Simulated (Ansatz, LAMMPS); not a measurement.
## Li+ triflate in fluoroethylene carbonate, from a frame at 350 K (78 atoms): geometry optimisation

How does Li+ triflate in fluoroethylene carbonate, from a frame at 350 K (78 atoms) relax, and what do bonds, charges and levels look like afterwards?

Method: Kohn-Sham DFT, PBEsol, PAW (set soft_2), plane waves, in Ansatz 0.2.0.

### Step 1. Set-up

The cell holds 78 atoms: 12 F, 20 C, 24 O, 18 H, 2 S and 2 Li. Cell: a = 10.025 Å, b = 10.025 Å, c = 10.025 Å, α = 90.0°, β = 90.0°, γ = 90.0°. 6 fluoroethylene carbonate, 2 Li+, 2 triflate placed at random, at 1.56 g/cm³; overlaps pushed apart, then 10 ps at 550 K with Joung-Cheatham ions (J. Phys. Chem. B 112, 9020 (2008)); MMFF94 bonds, angles, torsions, charges and radii (Halgren, J. Comput. Chem. 17, 490 (1996)) in harmonic and 12-6 forms; charges of ions scaled by 0.8. Snapshot after 30 ps at 350 K and fixed volume.

What the set-up can't give: The network of contacts between molecules at the start is that of the classical potential that made the cell. The functional has no dispersion term, which matters for the binding between molecules or layers. The Brillouin zone is sampled at Γ only, in a cell whose shortest periodic width is 10 Å.

### Step 2. How the cell was made

A classical potential supplies the starting structure, since it reaches far longer times than DFT.

This step: classical MD, Joung-Cheatham ions (J. Phys. Chem. B 112, 9020 (2008)); MMFF94 bonds, angles, torsions, charges and radii (Halgren, J. Comput. Chem. 17, 490 (1996)) in harmonic and 12-6 forms; charges of ions scaled by 0.8 (LAMMPS 22 Jul 2025 - Update 4).

in.lmp reads:

```
# Li+ triflate in fluoroethylene carbonate
units real
atom_style full
boundary p p p
bond_style harmonic
angle_style harmonic
dihedral_style opls
improper_style harmonic
special_bonds lj 0 0 0.5 coul 0 0 0.75
read_data data.lmp
neigh_modify delay 0 every 1 check yes one 4000
comm_modify cutoff 12.0
timestep 0.5
thermo_style custom step time temp pe press density
thermo_modify norm yes
# push overlapping molecules apart
pair_style soft 2.6
pair_coeff * * 0.0
variable a equal ramp(1,60)
fix ad all adapt 1 pair soft a * * v_a
velocity all create 550 674738 mom yes dist gaussian
fix lim all nve/limit 0.03
fix lan all langevin 550 550 50 674739 zero yes
thermo 1000
run 3000 post no
unfix ad
pair_style lj/cut/coul/long 9.0
pair_modify mix arithmetic tail yes
pair_coeff 1 1 0.0801 2.5590   # F
pair_coeff 2 2 0.0678 3.3680   # C
pair_coeff 3 3 0.0763 3.0430   # O
pair_coeff 4 4 0.0678 3.4070   # C
pair_coeff 5 5 0.0763 2.9870   # O
pair_coeff 6 6 0.0216 2.5400   # H
# [... 21 lines left out ...]
compute msd all msd com yes
thermo 7500
fix md all nvt temp 350 350 100
run 30000 post no
print "== T350: mean square displacement over the hold $(c_msd[4]:%.2f) A^2"
unfix md
uncompute msd
write_dump all custom T350.dump id type xs ys zs modify sort id
```

Command:

```
> lmp -in in.lmp -log none -nocite
```

Numbers of over 12 decimals in the logs are rounded to 6 here.

Log:

```text
LAMMPS (22 Jul 2025 - Update 4)
Reading data file ...
  orthogonal box = (0 0 0) to (10.02494 10.02494 10.02494)
  78 atoms
  orthogonal box = (0 0 0) to (10.02494 10.02494 10.02494)
  74 bonds
  126 angles
  132 dihedrals
  6 impropers
WARNING: Bond/angle/dihedral extent > half of periodic box length
   Step          Time           Temp          PotEng         Press         Density
         0   0              550            0.95777731    -2042.8444      1.563
      1000   500            509.40594      2.0952554      17516.512      1.563
      2000   1000           533.22379      1.8155945      9681.7983      1.563
      3000   1500           529.35578      1.7030063     -556.47132      1.563
WARNING: Bond/angle/dihedral extent > half of periodic box length
Loop time of 0.162387 s on 1 MPI rank(s) for 3000 steps with 78 atoms
PPPM initialization ...
WARNING: System is not charge neutral, net charge = -0.00016
[... 33 lines left out ...]
Loop time of 2.34014 s on 1 MPI rank(s) for 10000 steps with 78 atoms
WARNING: Bond/angle/dihedral extent > half of periodic box length
   Step          Time           Temp          PotEng         Press         Density
[... 4 lines left out ...]
WARNING: Bond/angle/dihedral extent > half of periodic box length
Loop time of 1.17087 s on 1 MPI rank(s) for 5000 steps with 78 atoms
WARNING: Bond/angle/dihedral extent > half of periodic box length
   Step          Time           Temp          PotEng         Press         Density
[... 2 lines left out ...]
     30000   29000          348.35837     -2.6089208      8012.6383      1.563
     37500   36500          320.67294     -2.5972435      10853.684      1.563
     45000   44000          335.31149     -2.7451753     -3102.9096      1.563
     47000   46000          324.08174     -2.7313992      7747.8476      1.563
WARNING: Bond/angle/dihedral extent > half of periodic box length
Loop time of 6.92908 s on 1 MPI rank(s) for 30000 steps with 78 atoms
== T350: mean square displacement over the hold 6.51 A^2
```

It took 11 s on 1 thread of Arm Neoverse V2, shared host; peak memory 0.12 GiB.

The input also reads data.lmp (atoms, bonds and types; not printed here).

### Step 3. Single point at the start

A single point comes first, to see the forces before anything moves.

input.yaml reads:

```yaml
crystal:
  lattice:
    - [10.02494, 0.0, 0.0]
    - [0.0, 10.02494, 0.0]
    - [0.0, 0.0, 10.02494]
  atoms:
    - { symbol: F, position: [0.64022, 0.49938, 0.26822] }
    - { symbol: C, position: [0.51698, 0.44389, 0.28923] }
    - { symbol: C, position: [0.41429, 0.49237, 0.19296] }
    - { symbol: O, position: [0.44772, 0.42304, 0.0798] }
    - { symbol: C, position: [0.52213, 0.3193, 0.11711] }
    - { symbol: O, position: [0.55359, 0.2339, 0.03488] }
    - { symbol: O, position: [0.53353, 0.31196, 0.2512] }
    - { symbol: H, position: [0.48508, 0.45225, 0.39196] }
    - { symbol: H, position: [0.31461, 0.4525, 0.21549] }
    - { symbol: H, position: [0.41468, 0.60611, 0.18649] }
    - { symbol: F, position: [0.10249, 0.92996, 0.69508] }
    - { symbol: C, position: [0.20706, 0.84604, 0.66187] }
    - { symbol: C, position: [0.2477, 0.8812, 0.52298] }
    - { symbol: O, position: [0.30288, 0.00879, 0.54209] }
    - { symbol: C, position: [0.34995, 0.00711, 0.67238] }
    - { symbol: O, position: [0.43775, 0.08539, 0.70676] }
    - { symbol: O, position: [0.3116, 0.8937, 0.73415] }
    - { symbol: H, position: [0.18931, 0.74044, 0.6885] }
    - { symbol: H, position: [0.3337, 0.82192, 0.48103] }
    - { symbol: H, position: [0.16665, 0.89357, 0.45534] }
    - { symbol: F, position: [0.53029, 0.01089, 0.33996] }
    - { symbol: C, position: [0.58075, 0.92864, 0.24679] }
    - { symbol: C, position: [0.70614, 0.98978, 0.20254] }
    - { symbol: O, position: [0.80245, 0.92292, 0.2874] }
    - { symbol: C, position: [0.73636, 0.82574, 0.35516] }
    - { symbol: O, position: [0.8006, 0.73972, 0.41906] }
    - { symbol: O, position: [0.60648, 0.81639, 0.32005] }
    - { symbol: H, position: [0.49664, 0.91138, 0.18413] }
    - { symbol: H, position: [0.72921, 0.96122, 0.10552] }
    - { symbol: H, position: [0.71382, 0.10078, 0.21907] }
    - { symbol: F, position: [0.48812, 0.62019, 0.77855] }
    - { symbol: C, position: [0.61572, 0.63474, 0.82939] }
    - { symbol: C, position: [0.70282, 0.70151, 0.72769] }
    - { symbol: O, position: [0.66537, 0.83118, 0.73022] }
    - { symbol: C, position: [0.61634, 0.84564, 0.8602] }
    - { symbol: O, position: [0.5874, 0.95267, 0.90264] }
    - { symbol: O, position: [0.59272, 0.72705, 0.92576] }
    - { symbol: H, position: [0.65894, 0.54626, 0.87732] }
    - { symbol: H, position: [0.80972, 0.70047, 0.74974] }
    - { symbol: H, position: [0.68869, 0.65517, 0.63148] }
    - { symbol: F, position: [0.90063, 0.154, 0.01] }
    - { symbol: C, position: [0.98461, 0.26014, 0.98377] }
    - { symbol: C, position: [0.05163, 0.30382, 0.10555] }
    - { symbol: O, position: [0.16728, 0.21736, 0.11037] }
    - { symbol: C, position: [0.1909, 0.18319, 0.98555] }
    - { symbol: O, position: [0.2976, 0.14045, 0.94762] }
    - { symbol: O, position: [0.09326, 0.21808, 0.90611] }
    - { symbol: H, position: [0.92821, 0.33881, 0.93784] }
    - { symbol: H, position: [0.07896, 0.4132, 0.10413] }
    - { symbol: H, position: [0.98406, 0.27442, 0.17935] }
    - { symbol: F, position: [0.66185, 0.22066, 0.74816] }
    - { symbol: C, position: [0.77914, 0.21286, 0.68532] }
    - { symbol: C, position: [0.76108, 0.14762, 0.55423] }
    - { symbol: O, position: [0.73522, 0.24886, 0.46936] }
    - { symbol: C, position: [0.77983, 0.36382, 0.52471] }
    - { symbol: O, position: [0.79394, 0.4725, 0.46843] }
    - { symbol: O, position: [0.81394, 0.34414, 0.65085] }
    - { symbol: H, position: [0.85057, 0.1745, 0.75864] }
    - { symbol: H, position: [0.86335, 0.11943, 0.52698] }
    - { symbol: H, position: [0.69085, 0.06735, 0.54584] }
    - { symbol: O, position: [0.9718, 0.55795, 0.9544] }
    - { symbol: S, position: [0.94063, 0.65625, 0.05313] }
    - { symbol: O, position: [0.92756, 0.60332, 0.19079] }
    - { symbol: O, position: [0.84041, 0.75234, 0.01088] }
    - { symbol: C, position: [0.09782, 0.76, 0.06717] }
    - { symbol: F, position: [0.19028, 0.70486, 0.15732] }
    - { symbol: F, position: [0.07141, 0.88787, 0.10968] }
    - { symbol: F, position: [0.16779, 0.75852, 0.95168] }
    - { symbol: O, position: [0.26029, 0.57904, 0.4713] }
    - { symbol: S, position: [0.12899, 0.51744, 0.50002] }
    - { symbol: O, position: [0.06097, 0.4533, 0.39327] }
    - { symbol: O, position: [0.03697, 0.61046, 0.55953] }
    - { symbol: C, position: [0.16968, 0.3868, 0.61879] }
    - { symbol: F, position: [0.3033, 0.37089, 0.63386] }
    - { symbol: F, position: [0.11266, 0.26412, 0.5901] }
    - { symbol: F, position: [0.11966, 0.41466, 0.73878] }
    - { symbol: Li, position: [0.51225, 0.13342, 0.87473] }
    - { symbol: Li, position: [0.90846, 0.59174, 0.37947] }
kpoints:
  mp_grid: { grid: [1, 1, 1] }
hamiltonian:
  xc: pbesol
scf:
  occupations: { method: gaussian, width: 0.025 }
output:
  forces: true
  stress: true
  populations: true
  dos:
    method: { smearing: { sigma: 0.1 } }
    de: 0.1
    projected: { site_lists: { C: [C], F: [F], H: [H], Li: [Li], O: [O] } }
  eigenvalues: true
```

Command:

```
> ansatz run input.yaml --threads 4 --pin off --max-ram 8192MiB --backend cpu --events-out ev --progress --plain --runs-dir out
```

Log:

```text
Engine: ansatz 0.2.0, aarch64-unknown-linux-gnu
Pseudopotentials: kind: paw
Pseudopotential: F, paw, valence charge 7, recommended cutoff 420 eV (normal), F.paw.azcp
Pseudopotential: C, paw, valence charge 4, recommended cutoff 420 eV (normal), C.paw.azcp
Pseudopotential: O, paw, valence charge 6, recommended cutoff 420 eV (normal), O.paw.azcp
Pseudopotential: H, paw, valence charge 1, recommended cutoff 420 eV (normal), H.paw.azcp
Pseudopotential: S, paw, valence charge 6, recommended cutoff 420 eV (normal), S.paw.azcp
Pseudopotential: Li, paw, valence charge 3, recommended cutoff 420 eV (normal), Li.paw.azcp
[... 3 lines on functional and potentials left out ...]
Crystal: 78 atoms, lattice volume = 1007.501 Å³
Basis set: ecut = 420 eV, 19597 PW (Γ), exchange–correlation on 144×144×144 points (8 copies of the dense FFT grid, shifted against one another)
Bands: 250, of which v1, the nominal top of the filled ones, is band 172 counted from 1 (171 counted from 0)
Symmetry: 1 space group operations
Space group: P1 (ITA 1), of the structure as read, at distance tolerance 1.0e-4 Å
k-points: 1
[... 17 lines on functional and potentials left out ...]
Initial density: superposition of atomic densities (neutral atoms: chi_scale 0, normalization atom), corrected by the library's trained network
Initial wavefunctions: pseudopotential atomic-orbital guess
Functional: x = pbesol(κ = 0.804, μ = 0.123457), c = pbesol(β = 0.046)
SCF iter   1: F=—  HF=-30438.343291 eV  |F-HF|=—  |Δ(HF+E_count)|=         —  Δρ=8.52e-3  dr2=5.35e-1  ethr=1.77e-3  ⟨swp⟩=6.0  Hψ=1060  notcnv=0  defer=63
preconditioner: auto → Resta (q_TF=auto, 2.281 Å⁻¹)  ε∞=2.5  [insulator: Δε(μ)=4.269 eV  Ē_g=17.408 eV  σ=0.025 eV  W_gap=1.00  n_scr=202 (ndim 8)  ℏωp=21.4 eV  f_vac=0.324  D(μ)=0.00/eV (n_scr^D=0)  ε∞_Penn≈2.5]
SCF iter   2: F=—  HF=-30438.213608 eV  |F-HF|=—  |Δ(HF+E_count)|=   1.30e-1  Δρ=3.24e-3  dr2=9.02e-2  ethr=1.56e-4  ⟨swp⟩=2.0  Hψ=415  notcnv=0  defer=73
SCF iter   3: F=—  HF=-30438.206015 eV  |F-HF|=—  |Δ(HF+E_count)|=   7.59e-3  Δρ=1.48e-3  dr2=2.33e-2  ethr=2.62e-5  ⟨swp⟩=2.0  Hψ=326  notcnv=0  defer=73
SCF iter   4: F=—  HF=-30438.203875 eV  |F-HF|=—  |Δ(HF+E_count)|=   2.14e-3  Δρ=4.48e-4  dr2=2.96e-3  ethr=6.76e-6  ⟨swp⟩=2.0  Hψ=307  notcnv=0  defer=73
SCF iter   5: F=—  HF=-30438.203909 eV  |F-HF|=—  |Δ(HF+E_count)|=   3.49e-5  Δρ=3.39e-4  dr2=1.12e-3  ethr=8.61e-7  ⟨swp⟩=2.0  Hψ=330  notcnv=0  defer=73
SCF iter   6: F=—  HF=-30438.203795 eV  |F-HF|=—  |Δ(HF+E_count)|=   1.15e-4  Δρ=9.63e-5  dr2=1.10e-4  ethr=3.26e-7  ⟨swp⟩=2.0  Hψ=321  notcnv=0  defer=73
SCF iter   7: F=—  HF=-30438.203805 eV  |F-HF|=—  |Δ(HF+E_count)|=   9.90e-6  Δρ=4.07e-5  dr2=1.47e-5  ethr=3.19e-8  ⟨swp⟩=3.0  Hψ=443  notcnv=0  defer=71
SCF iter   8: F=—  HF=-30438.205060 eV  |F-HF|=—  |Δ(HF+E_count)|=   1.25e-3  Δρ=1.73e-5  dr2=2.70e-6  ethr=4.28e-9  ⟨swp⟩=2.0  Hψ=351  notcnv=0  defer=71
SCF iter   9: F=—  HF=-30438.205060 eV  |F-HF|=—  |Δ(HF+E_count)|=   7.18e-7  Δρ=5.06e-6  dr2=2.74e-7  ethr=7.84e-10  ⟨swp⟩=2.0  Hψ=341  notcnv=0  defer=71
SCF iter  10: F=-30438.205060 eV  HF=-30438.205061 eV  |F-HF|=1.77e-8  |Δ(HF+E_count)|=   2.12e-7  Δρ=2.91e-6  dr2=7.38e-8  ethr=2.91e-11  ⟨swp⟩=15.0  Hψ=1468  notcnv=0
SCF 1 converged in 10 iterations: F = -30438.205060 eV  dr2 = 7.38e-8
  greatest PAW one-centre occupation: 1.000 electrons in one spin orbital (limit 2), on the Li atom at site 77 (counted from 0), in its partial waves of l = 0
SCF converged after 10 iterations
Free energy (F): -30438.205060 eV
Harris-Foulkes:  -30438.205061 eV  (|F-HF|=1.77e-8)
Internal energy: -30438.205060 eV  (E = F + TS)
E sigma→0 (E₀):  -30438.205060 eV
Fermi energy:    2.014685 eV
--- Per-component energies (eV) ---
  E_band       = -3345.905011
  E_kinetic    = 9016.100593
  E_local      = -33722.668348  (includes V_loc(G=0)·N_el)
  E_nonlocal   = 2608.916222
  E_hartree    = 12804.315184
  E_xc         = -3991.493180
  E_vxc        = -5018.156959  (∫ρ·V_xc dr)
  E_paw        = -9112.757599  (= ΣΔE_a)
  E_vpaw       = -1838.792351  (= ΣTr[D̂ρ^β])
  E_aug_tail   = 0.059361  (compensation charges beyond the density's cutoff)
  E_ewald      = -8042.579424
  E_core_change = 1.902130  (= ΣΔE_core)
  E_smearing   = -0.000000  (= −TS)
  E_closure    = 0.000000  (closes the sum)
  Σ components = -30438.205060   (vs F -30438.205060, Δ=0.00e0)
--- Forces (eV/Å), atoms counted from 1 ---
  atom   1  F     -0.40591188     0.73630135    -0.12812649
  atom   2  C     -0.07480515     0.53849892     0.81605356
  atom   3  C     -0.84874012     2.03467372     1.33554350
  atom   4  O      1.35083762    -0.22625958    -1.97702819
  atom   5  C     -1.08638078    -2.10897558    -2.11783302
  atom   6  O      0.46640166     0.75957427     1.47855338
  atom   7  O      0.48424707    -0.92358123    -0.93031748
  atom   8  H      0.09032974    -0.01656064     0.70598722
  atom   9  H     -0.20925808     0.58065254     0.82673015
  atom  10  H     -0.04483371    -1.32623481    -0.38348221
  atom  11  F     -0.79737953    -0.58857719     0.04503101
  atom  12  C     -0.97099555    -0.82693283    -0.52356696
  atom  13  C      0.93736955    -0.64851724    -0.85525762
  atom  14  O      0.76787199     1.07479802     2.31790512
[...]
atom  77  Li    -0.30943912    -0.14938650     0.19130287
  atom  78  Li     0.16282036    -0.09837141     0.01336610
  max |Σ_I F_I| component: 1.34e-4 eV/Å
--- Stress (GPa, compression-positive) ---
        1.275791      -1.228832       0.291172
       -1.228832       2.337388       2.022724
        0.291171       2.022725       4.186312
  P = ⅓ Tr σ = 2.5998 GPa (25.998 kbar)
--- Band table (eV) ---
  k-point 0: bands = ["-42.9528", "-42.0504", "-26.7962", "-26.4819", [... 234 levels ...], "10.3860", "10.6056", "10.6911", "10.7713", "10.8347", "10.8392", "10.8900", "10.9722", "11.0035", "11.1502", "11.1831", "11.2393"]
--- Löwdin populations: 78 sites ---
  site symbol       q [e]
     0      F      7.2476
     1      C      3.6405
     2      C      4.0755
[...]
77     Li      2.2661
  spilling = 0.013341 (of n_electrons = 344.000000)
```

Run time: 7.8 s. Hardware: 4 threads of Arm Neoverse V2, shared host; peak memory 1.1 GiB; 29 s of CPU time.

The run gave:

- free energy: -30438.2051 eV
- free energy per atom: -390.2334 eV/atom
- SCF cycles: 10
- pressure: 2.6 GPa
- r.m.s. force component: 1.148 eV/Å
- longest force: 4.462 eV/Å
- Fermi energy: 2.015 eV
- gap (highest filled to lowest empty level): 4.163 eV
- spilling of the projection: 0.01334

The r.m.s. force component of 1.1 eV/Å and the pressure of 2.6 GPa set the starting point.

Length of the force by element:

```csv
element,coordination,atoms,mean length of the force (eV/Å),spread,least,most
C,all,20,2.12,1.02,0.560,4.46
F,all,12,1.38,0.672,0.343,2.93
H,all,18,1.11,0.506,0.497,2.31
Li,all,2,0.292,0.101,0.191,0.393
O,all,24,2.07,0.968,0.409,3.81
S,all,2,2.76,0.737,2.03,3.50
```

[end of part 1 of 3]

[Logs are printed without paths, hosts, clocks, repeated set-up lines and the standing remarks that a program may print on its own settings, such as how far it seeks lower states.]

[Hosts, paths, dates, database ids (printed as entryN), source tags and the programs' standing remarks are cut or masked in the printed files.]

[The MMFF94 radii named for the starting cell were scaled by 0.96; in molecules described by MMFF94, hydrogen bound to N, O or S took a small fixed 12-6 site in their place.]
